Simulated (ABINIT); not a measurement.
Planning a run of ABINIT 10.8.3 on YHSe (P-6m2). The input:

```
acell 3*1.0 Angstrom
rprim 
  3.840931335803 -0.000000000001 0.000000000000
  -1.920465667901 3.326344110998 0.000000000000
  0.000000000000 0.000000000000 3.915549560000
ntypat 3
znucl 39 1 34
natom 3
typat 1 2 3
xred 
  0.000000000000 0.000000000000 0.000000000000
  0.333333333333 0.666666666667 0.000000000000
  0.666666666667 0.333333333333 0.500000000000
pp_dirpath "pseudos"
pseudos "Y.upf, H.upf, Se.upf"
ecut 39
ngkpt 3 3 4
nshiftk 1
shiftk 0 0 0
kptopt 1
chksymbreak 0
istwfk *1
occopt 1
irdwfk 1
optdriver 3
nband 51
ecuteps 4.5
inclvkb 2
awtr 1
symchi 1
gwcalctyp 2
nfreqre 16
freqremax 40 eV
nfreqim 8
spmeth 1
nomegasf 120
indata_prefix "in"
outdata_prefix "out"
tmpdata_prefix "tmp"
```

```sh
OMP_NUM_THREADS=1 mpirun -n 4 abinit run.abi > log
```

Question: Estimate wall time and host memory on 4 MPI ranks of Intel Xeon Platinum 8375C at 2.90GHz (Ice Lake), shared host.

It took 20 s; on shared hardware allow 9.9 s to 40 s. Peak host memory was 0.77 GiB.

[Paths, hosts, dates, memory and timing lines, banners, echoed tables and standing remarks are left out of the program output.]

[Logs are printed without paths, hosts, clocks, repeated set-up lines and the standing remarks that a program may print on its own settings, such as how far it seeks lower states.]

[Runs of the session that timed out or met a known fault of the program may be left out.]

[Hosts, paths, dates, database ids (printed as entryN), source tags and the programs' standing remarks are cut or masked in the printed files.]

[G0W0 gaps are taken among the corrected bands and points alone; a level outside them can change the order at an edge.]

[Where Ansatz stands beside ABINIT at settings called matched, ABINIT's density can come from a denser mesh and the files from another edition; pairs whose starting gaps differed by over 0.03 eV were left out, so agreement reads better than it is.]
